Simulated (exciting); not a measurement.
# CaSnF4: the F K edge from the Bethe–Salpeter equation

Aim: the F K absorption edge of CaSnF4 with the electron–hole interaction treated explicitly, and what each term of the kernel does.

Calculated with exciting sodium; X-ray absorption, core-level Bethe-Salpeter equation, exchange and statically screened direct term, Tamm-Dancoff, all-electron LAPW+lo LDA.

### 1. The structure

It takes space group P4/mmm (No. 123, tetragonal). Conventional cell: a = 4.005 Å, b = 4.005 Å, c = 5.780 Å, α = 90.00°, β = 90.00°, γ = 90.00°. Nearest to Sn lie 8 F at 2.52 Å. Nearest to Ca lie 8 F at 2.42 Å. F has 2 Ca at 2.42 Å and 2 Sn at 2.52 Å nearest. Farther neighbours and most contacts between anions are not listed.

As a file:

```xyz
6
Lattice="4.0045 0.0000 0.0000 0.0000 4.0045 0.0000 0.0000 0.0000 5.7805" Properties=species:S:1:pos:R:3 pbc="T T T"
Sn    2.0023    2.0023    0.0000
Ca    0.0000    0.0000    2.8902
F     0.0000    2.0023    1.5361
F     0.0000    2.0023    4.2444
F     2.0023    0.0000    4.2444
F     2.0023    0.0000    1.5361
```

Differences between curves are given as r.m.s. difference over r.m.s. height.

### 2. The self-consistent potential

The species files are the program's own, with muffin-tin radii set in the input.

input.xml reads:

```
<input>
  <title>CaSnF4</title>
  <structure speciespath="." autormt="false" epslat="1.0e-5">
    <crystal>
      <basevect>7.5674989715 0.0000000000 0.0000000000</basevect>
      <basevect>0.0000000000 7.5674989715 0.0000000000</basevect>
      <basevect>0.0000000000 0.0000000000 10.9234995004</basevect>
    </crystal>
    <species speciesfile="Sn.xml" rmt="2.300">
      <atom coord="0.5000000000 0.5000000000 0.0000000000"/>
    </species>
    <species speciesfile="Ca.xml" rmt="2.464">
      <atom coord="0.0000000000 0.0000000000 0.5000000000"/>
    </species>
    <species speciesfile="F.xml" rmt="1.967">
      <atom coord="0.0000000000 0.5000000000 0.2657380000"/>
      <atom coord="0.0000000000 0.5000000000 0.7342620000"/>
      <atom coord="0.5000000000 0.0000000000 0.7342620000"/>
      <atom coord="0.5000000000 0.0000000000 0.2657380000"/>
    </species>
  </structure>
  <groundstate do="fromscratch" xctype="LDA_PW" ngridk="4 4 3" rgkmax="7" gmaxvr="14" nempty="8" swidth="0.001" maxscl="100" epsengy="1e-5"/>
</input>
```

Launch:

```bash
$ OMP_NUM_THREADS=1 mpirun -n 4 exciting
```

Numbers of over 12 decimals in the logs are rounded to 6 here.

The program printed:

```text
EXCITING SODIUM started
********************************************************************************
* Ground-state run starting from atomic densities                              *
********************************************************************************
+ Starting initialization                                                      +
[... lattice and species ...]
 Spin treatment                             :    spin-unpolarised
 Number of Bravais lattice symmetries       :      16
[...]
+ Self-consistent loop stopped                                                 +
 STATE.OUT is written
********************************************************************************
* Groundstate module stopped                                                   *
********************************************************************************
 Total time spent (seconds)                 :        68.34
- CAUTION! Warnings have been written in file WARNING.OUT !                    -
| EXCITING SODIUM stopped                                                      =
[key lines of the parts left out:]
Total energy                               :     -7250.33090354
Fermi energy                               :         0.10527282
```

The job ended after 70 s (4 MPI ranks of Intel Xeon at 2.70GHz, shared host).

The warnings file holds hints only, no warning.

The mesh shows a gap of 3.64 eV. Core levels (Dirac, from the valence top):

```tsv
atom	level	energy (eV)
F	1s1/2	-648.8
```

### 3. A richer basis for the empty states

Each species file gets more local orbitals, built from u and its energy derivative at 0.15 Ha and u at 0.9 Ha.

input.xml is that of step 2.

SPECIES.xml, added lines reads:

```
<lo l="L">  <!-- L = 0, 1, 2 -->
  <wf matchingOrder="0" trialEnergy="0.1500" searchE="false"/>
  <wf matchingOrder="1" trialEnergy="0.1500" searchE="false"/>
  <wf matchingOrder="0" trialEnergy="0.9000" searchE="false"/>
</lo>
```

Launch:

```bash
$ OMP_NUM_THREADS=1 mpirun -n 4 exciting
```

The program printed:

```text
EXCITING SODIUM started
********************************************************************************
* Ground-state run starting from atomic densities                              *
********************************************************************************
+ Starting initialization                                                      +
[... lattice and species ...]
 Spin treatment                             :    spin-unpolarised
 Number of Bravais lattice symmetries       :      16
[...]
+ Self-consistent loop stopped                                                 +
 STATE.OUT is written
********************************************************************************
* Groundstate module stopped                                                   *
********************************************************************************
 Total time spent (seconds)                 :        59.58
- CAUTION! Warnings have been written in file WARNING.OUT !                    -
| EXCITING SODIUM stopped                                                      =
[key lines of the parts left out:]
Total energy                               :     -7250.33286260
Fermi energy                               :         0.10574227
```

Wall time 62 s (4 MPI ranks).

Against the first ground state the total energy moves by -9 meV an atom and the gap by -0.01 eV.

### 4. Screening, kernels and BSE for F atom 3

The absorber has 2 Ca at 2.42 Å and 2 Sn at 2.52 Å (distorted tetrahedral, site symmetry 2mm).

Edit input.xml of step 3 so:

```diff
@@ -21,3 +21,20 @@
   </structure>
-  <groundstate do="fromscratch" xctype="LDA_PW" ngridk="4 4 3" rgkmax="7" gmaxvr="14" nempty="8" swidth="0.001" maxscl="100" epsengy="1e-5"/>
+  <groundstate do="skip" xctype="LDA_PW" ngridk="4 4 3" rgkmax="7" gmaxvr="14" nempty="8" swidth="0.001" maxscl="100" epsengy="1e-5"/>
+  <xs xstype="BSE" ngridk="4 4 2" ngridq="4 4 2" vkloff="0.097 0.273 0.493" rgkmax="7" nempty="41" gqmax="3" lmaxapwwf="5" lmaxemat="2" broad="0.01654" tevout="true">
+    <energywindow intv="23.535 25.152" points="439"/>
+    <screening screentype="full" nempty="66"/>
+    <BSE xas="true" xasspecies="3" xasatom="1" xasedge="K" bsetype="singlet" nstlxas="1 37"/>
+    <qpointset>
+      <qpoint>0 0 0</qpoint>
+    </qpointset>
+    <plan>
+      <doonly task="xsgeneigvec"/>
+      <doonly task="writepmatxs"/>
+      <doonly task="scrgeneigvec"/>
+      <doonly task="scrwritepmat"/>
+      <doonly task="screen"/>
+      <doonly task="scrcoulint"/>
+      <doonly task="exccoulint"/>
+    </plan>
+  </xs>
 </input>
```

input.xml for the last start (plan only) reads:

```
  <plan>
    <doonly task="bse"/>
  </plan>
```

Launch:

```bash
$ OMP_NUM_THREADS=1 mpirun -n 4 exciting
$ OMP_NUM_THREADS=4 exciting
```

The program printed:

```text
| EXCITING SODIUM started for task xsgeneigvec ( 301)                          =
One-shot GS runs for BSE calculations
One-shot GS runs for k+qmt/2 grids
Info(xsgeneigvec): Generating eigenvectors for Q-point      1
Info(xsgeneigvec): Generation of eigenvectors finished
| EXCITING SODIUM started for task writepmatxs ( 320)                          =
Info(writepmatxs): Momentum matrix elements finished
| EXCITING SODIUM started for task scrgeneigvec ( 401)                         =
One-shot GS runs for BSE calculations
One-shot GS runs for k+qmt/2 grids
[...]
Info(setup_bse_block): Setting up RR part of hamiltonian
Info(setup_bse_block): Singlet spin state
Info(bse): Diagonalizing RR Hamiltonian (TDA)
Info(bse): Invoking Lapack routine ZHEEVR
      2368 eigen solutions found in the interval:
         i1=       1 i2=    2368
Info(bse): Writing excition energies and oscillator strengths to text file.
Info(makespectrum_dist): Making spectrum using formula for coupling with time reversed AR basis.
Info(makespectrum_dist): Using formalism for vanishing momentum transfer.
Info(writederived): Writing quantities derived from the macroscopic dielectric function.
Info(bselauncher): Spectrum finished for iqmt=  1
Info(bselauncher): All done for BSE type singlet
```

Wall time 14 min (4 MPI ranks).

Wall time by task: xsgeneigvec 9.4 s, writepmatxs 10 s, scrgeneigvec 8.3 s, scrwritepmat 8.8 s, screen 2.2 min, scrcoulint 2.9 min, exccoulint 8.3 min, bse 14 s.

The F K spectrum of F atom 3 (energy from the Kohn–Sham onset, core level to the lowest empty state found on the meshes used, 652.41 eV; the ground-state mesh sets it, and the shifted mesh has its lowest transition 0.30 eV above it; Im ε scaled to the maximum of the singlet run; cut below the end of the band set):

```tsv
E (eV)	isotropic	ε ⊥ c	ε ∥ c
-5.5	0.02	0.02	0.02
-5.0	0.03	0.02	0.03
-4.5	0.03	0.03	0.04
-4.0	0.04	0.04	0.05
-3.5	0.06	0.05	0.08
-3.0	0.09	0.07	0.12
-2.5	0.16	0.11	0.25
-2.0	0.36	0.20	0.67
-1.5	0.63	0.48	0.93
-1.0	0.93	1.14	0.51
-0.5	0.77	0.96	0.41
0.0	0.48	0.54	0.37
0.5	0.44	0.44	0.43
1.0	0.48	0.46	0.53
1.5	0.53	0.43	0.72
2.0	0.72	0.61	0.95
2.5	0.57	0.59	0.53
3.0	0.33	0.31	0.38
3.5	0.33	0.30	0.38
4.0	0.30	0.30	0.32
4.5	0.28	0.31	0.21
5.0	0.27	0.31	0.19
5.5	0.25	0.29	0.17
6.0	0.21	0.25	0.14
6.5	0.23	0.26	0.15
7.0	0.20	0.22	0.16
7.5	0.21	0.22	0.20
8.0	0.33	0.35	0.30
8.5	0.35	0.37	0.33
9.0	0.34	0.33	0.36
9.5	0.34	0.34	0.34
10.0	0.34	0.34	0.34
10.5	0.39	0.40	0.38
11.0	0.41	0.41	0.40
11.5	0.44	0.45	0.43
12.0	0.35	0.35	0.34
12.5	0.26	0.24	0.28
13.0	0.19	0.18	0.22
13.5	0.16	0.14	0.18
14.0	0.15	0.13	0.20
14.5	0.17	0.14	0.21
15.0	0.17	0.14	0.22
15.5	0.16	0.14	0.21
16.0	0.16	0.15	0.19
16.5	0.20	0.21	0.17
17.0	0.19	0.20	0.17
17.5	0.19	0.19	0.18
18.0	0.17	0.16	0.18
18.5	0.16	0.13	0.21
19.0	0.14	0.12	0.18
19.5	0.16	0.14	0.21
20.0	0.19	0.16	0.26
20.5	0.21	0.21	0.22
```

Maxima (height): -0.9 eV (1.00), 2.1 eV (0.74), 8.3 eV (0.36), 11.5 eV (0.44), 15.2 eV (0.17), 16.6 eV (0.20) and 20.4 eV (0.21).

The Hamiltonian has 2368 rows. The lowest groups of eigenvalues and the brightest ones, on the scale above (the program counts from the shifted mesh's onset, 0.30 eV higher). Core spinors bring spin-forbidden partners, so dark means forbidden by spin or by symmetry, and the shifted mesh splits states that symmetry would keep together:

```tsv
energy (eV)	states within 10 meV	relative strength
-1.680	1	dark
-1.663	1	0.49
-1.098	2	0.27
-0.872	2	0.055
-0.822	1	dark
-0.791	1	1.00
1.912	1	0.18
2.270	2	0.14
2.282	4	0.14
8.087	2	0.12
```

### 5. Independent particles

Edit input.xml of step 4 so:

```diff
@@ -25,3 +25,3 @@
     <screening screentype="full" nempty="66"/>
-    <BSE xas="true" xasspecies="3" xasatom="1" xasedge="K" bsetype="singlet" nstlxas="1 37"/>
+    <BSE xas="true" xasspecies="3" xasatom="1" xasedge="K" bsetype="IP" nstlxas="1 37"/>
     <qpointset>
@@ -30,9 +30,3 @@
     <plan>
-      <doonly task="xsgeneigvec"/>
-      <doonly task="writepmatxs"/>
-      <doonly task="scrgeneigvec"/>
-      <doonly task="scrwritepmat"/>
-      <doonly task="screen"/>
-      <doonly task="scrcoulint"/>
-      <doonly task="exccoulint"/>
+      <doonly task="bse"/>
     </plan>
```

Launch:

```bash
$ OMP_NUM_THREADS=4 exciting
```

The program printed:

```text
| EXCITING SODIUM started for task bse ( 445)                                  =
Info(bselauncher): Init time:    1.159979
Info(bselauncher): Setting up and diagonalizing BSE Hamiltonian.
Info(bselauncher): Using momentum transfer vectors from list :   1 to  1
Info(bselauncher): Distributing qmt-points over   1 processes.
Info(bselauncher): BSE type: IP
Info(bselauncher): Momentum transfer list index: iqmt=  1
Info(bselauncher): Momentum transfer: vqmtl=   0.000   0.000   0.000
Info(bse): Inspecting occupations...
Info(setranges_modxs): Number of non-reduced k-points:       32
[...]
highest unoccupied state:  66
  Opening gap with a scissor of:      0.000/H      0.000/eV
Info(select_transitions): Number of participating transitions:    2368
Info(bse): Selecting transitions...
Info(bse):bsegap (eV):   652.710275
Info(bse): IP requested, nothing much to do
Info(bse): Writing excition energies and oscillator strengths to text file.
Info(makespectrum_dist): Making spectrum using formula for coupling with time reversed AR basis.
Info(makespectrum_dist): Using formalism for vanishing momentum transfer.
Info(writederived): Writing quantities derived from the macroscopic dielectric function.
Info(bselauncher): Spectrum finished for iqmt=  1
Info(bselauncher): All done for BSE type IP
```

It took 3 s on 4 threads.

Maxima (height): 2.6 eV (0.48), 4.6 eV (0.55), 7.5 eV (0.28), 13.7 eV (0.56) and 18.7 eV (0.30); 1 lower ones aren't listed. Against the singlet run the r.m.s. difference is 67 %. Moving the earlier curve by +2.7 eV leaves 34 %. The highest maximum lies at 13.7 eV (0.56), against -0.9 eV (1.00).

### 6. Exchange alone

Edit input.xml of step 5 so:

```diff
@@ -25,3 +25,3 @@
     <screening screentype="full" nempty="66"/>
-    <BSE xas="true" xasspecies="3" xasatom="1" xasedge="K" bsetype="IP" nstlxas="1 37"/>
+    <BSE xas="true" xasspecies="3" xasatom="1" xasedge="K" bsetype="RPA" nstlxas="1 37"/>
     <qpointset>
```

Launch:

```bash
$ OMP_NUM_THREADS=4 exciting
```

The program printed:

```text
| EXCITING SODIUM started for task bse ( 445)                                  =
Info(bselauncher): Init time:    1.229943
Info(bselauncher): Setting up and diagonalizing BSE Hamiltonian.
Info(bselauncher): Using momentum transfer vectors from list :   1 to  1
Info(bselauncher): Distributing qmt-points over   1 processes.
Info(bselauncher): BSE type: RPA
Info(bselauncher): Momentum transfer list index: iqmt=  1
Info(bselauncher): Momentum transfer: vqmtl=   0.000   0.000   0.000
Info(bse): Inspecting occupations...
Info(setranges_modxs): Number of non-reduced k-points:       32
[...]
Info(setup_bse_block): Setting up RR part of hamiltonian
Info(setup_bse_block): Using RPA approximation
Info(bse): Diagonalizing RR Hamiltonian (TDA)
Info(bse): Invoking Lapack routine ZHEEVR
      2368 eigen solutions found in the interval:
         i1=       1 i2=    2368
Info(bse): Writing excition energies and oscillator strengths to text file.
Info(makespectrum_dist): Making spectrum using formula for coupling with time reversed AR basis.
Info(makespectrum_dist): Using formalism for vanishing momentum transfer.
Info(writederived): Writing quantities derived from the macroscopic dielectric function.
Info(bselauncher): Spectrum finished for iqmt=  1
Info(bselauncher): All done for BSE type RPA
```

It took 15 s on 4 threads.

Maxima (height): 2.6 eV (0.48), 4.6 eV (0.54), 13.7 eV (0.57), 17.7 eV (0.29) and 18.7 eV (0.31); 1 lower ones aren't listed. The spectrum differs from the independent-particle run by 1 % r.m.s.

### 7. Broadening

Changed against the first singlet run: half width (eV) from 0.45 to 0.11.

Edit input.xml of step 6 so:

```diff
@@ -22,6 +22,6 @@
   <groundstate do="skip" xctype="LDA_PW" ngridk="4 4 3" rgkmax="7" gmaxvr="14" nempty="8" swidth="0.001" maxscl="100" epsengy="1e-5"/>
-  <xs xstype="BSE" ngridk="4 4 2" ngridq="4 4 2" vkloff="0.097 0.273 0.493" rgkmax="7" nempty="41" gqmax="3" lmaxapwwf="5" lmaxemat="2" broad="0.01654" tevout="true">
-    <energywindow intv="23.535 25.152" points="439"/>
+  <xs xstype="BSE" ngridk="4 4 2" ngridq="4 4 2" vkloff="0.097 0.273 0.493" rgkmax="7" nempty="41" gqmax="3" lmaxapwwf="5" lmaxemat="2" broad="0.00404" tevout="true">
+    <energywindow intv="23.535 25.152" points="1199"/>
     <screening screentype="full" nempty="66"/>
-    <BSE xas="true" xasspecies="3" xasatom="1" xasedge="K" bsetype="RPA" nstlxas="1 37"/>
+    <BSE xas="true" xasspecies="3" xasatom="1" xasedge="K" bsetype="singlet" nstlxas="1 37"/>
     <qpointset>
```

Launch:

```bash
$ OMP_NUM_THREADS=4 exciting
```

The program printed:

```text
| EXCITING SODIUM started for task bse ( 445)                                  =
Info(bselauncher): Init time:    1.254180
Info(bselauncher): Setting up and diagonalizing BSE Hamiltonian.
Info(bselauncher): Using momentum transfer vectors from list :   1 to  1
Info(bselauncher): Distributing qmt-points over   1 processes.
Info(bselauncher): BSE type: singlet
Info(bselauncher): Momentum transfer list index: iqmt=  1
Info(bselauncher): Momentum transfer: vqmtl=   0.000   0.000   0.000
Info(bse): Inspecting occupations...
[...]
Info(setup_bse_block): Setting up RR part of hamiltonian
Info(setup_bse_block): Singlet spin state
Info(bse): Diagonalizing RR Hamiltonian (TDA)
Info(bse): Invoking Lapack routine ZHEEVR
      2368 eigen solutions found in the interval:
         i1=       1 i2=    2368
Info(bse): Writing excition energies and oscillator strengths to text file.
Info(makespectrum_dist): Making spectrum using formula for coupling with time reversed AR basis.
Info(makespectrum_dist): Using formalism for vanishing momentum transfer.
Info(writederived): Writing quantities derived from the macroscopic dielectric function.
Info(bselauncher): Spectrum finished for iqmt=  1
Info(bselauncher): All done for BSE type singlet
```

The job ended after 15 s (4 threads).

Against the singlet run the r.m.s. difference is 53 %. The highest maximum lies at -0.8 eV (2.93), against -0.9 eV (1.00). Only the width of each line changes; the area stays. A table step wider than the lines misses their tops.

```tsv
E (eV)	first run	this run
-5.0	0.03	0.01
-4.0	0.04	0.01
-3.0	0.09	0.02
-2.0	0.36	0.17
-1.0	0.93	1.16
0.0	0.48	0.29
1.0	0.48	0.54
2.0	0.72	1.09
3.0	0.33	0.13
4.0	0.30	0.24
5.0	0.27	0.26
6.0	0.21	0.14
7.0	0.20	0.16
8.0	0.33	0.43
9.0	0.34	0.37
10.0	0.34	0.26
11.0	0.41	0.44
12.0	0.35	0.35
13.0	0.19	0.15
14.0	0.15	0.11
15.0	0.17	0.15
16.0	0.16	0.13
17.0	0.19	0.18
18.0	0.17	0.14
19.0	0.14	0.08
20.0	0.19	0.19
```

### 8. The levels of theory side by side

```tsv
level	curve passes 0.15 (eV)	highest maximum (eV)	its height
IP	0.0	13.7	0.56
RPA	0.0	13.7	0.57
singlet	-2.5	-0.9	1.00
```

```tsv
E (eV)	IP	RPA	singlet
-5.0	0.01	0.01	0.03
-4.0	0.01	0.01	0.04
-3.0	0.02	0.02	0.09
-2.0	0.02	0.02	0.36
-1.0	0.05	0.04	0.93
0.0	0.15	0.14	0.48
1.0	0.37	0.36	0.48
2.0	0.43	0.41	0.72
3.0	0.45	0.45	0.33
4.0	0.36	0.36	0.30
5.0	0.45	0.45	0.27
6.0	0.32	0.32	0.21
7.0	0.27	0.27	0.20
8.0	0.23	0.23	0.33
9.0	0.24	0.24	0.34
10.0	0.32	0.32	0.34
11.0	0.34	0.34	0.41
12.0	0.35	0.35	0.35
13.0	0.46	0.46	0.19
14.0	0.52	0.53	0.15
15.0	0.26	0.27	0.17
16.0	0.25	0.25	0.16
17.0	0.23	0.23	0.19
18.0	0.28	0.28	0.17
19.0	0.29	0.30	0.14
20.0	0.21	0.21	0.19
```

### 9. Outcome

```yaml
absorber_and_edge: F K, atom 3
surroundings: 2 Ca at 2.42 Å and 2 Sn at 2.52 Å (distorted tetrahedral, site symmetry 2mm)
first_bright_state: -1.66 eV from the Kohn–Sham onset, on this mesh
highest_maximum: -0.9 eV
cost_of_the_bse_run: 14 min on 4 MPI ranks of Intel Xeon at 2.70GHz, shared host; the last task ran on as many threads
```

What this shows: Is a core exciton bound? Yes on this mesh: the first bright state (over 5 % of the brightest) lies at -1.66 eV from the Kohn–Sham onset and at -1.97 eV from the lowest bare transition of its own mesh. Changing the half width (eV) from 0.45 to 0.11 alters the spectrum by 53 % r.m.s. Exchange alone changes the independent-particle spectrum by 1.4 % r.m.s. A mesh of 32 points doesn't converge binding energies, and fine structure above the first lines is partly noise of the mesh. Exchange and the short-range direct term aren't converged in the kernel cutoff. The zero comes from the unshifted 4×4×3 ground-state mesh; it is exact only where the band minimum lies on that mesh. The Kohn–Sham onset, 652 eV, is no photon energy: the scale needs a rigid shift. No quasiparticle correction widens the gap or stretches the bands. Vibrations and energy-dependent lifetimes are left out. The structure is a Materials Project entry, computed there, and may be a hypothetical form.

[Banner, clock and machine lines of the logs are left out without a mark of their own.]

[Logs are printed without paths, hosts, clocks, repeated set-up lines and the standing remarks that a program may print on its own settings, such as how far it seeks lower states.]

[Hosts, paths, dates, database ids (printed as entryN), source tags and the programs' standing remarks are cut or masked in the printed files.]
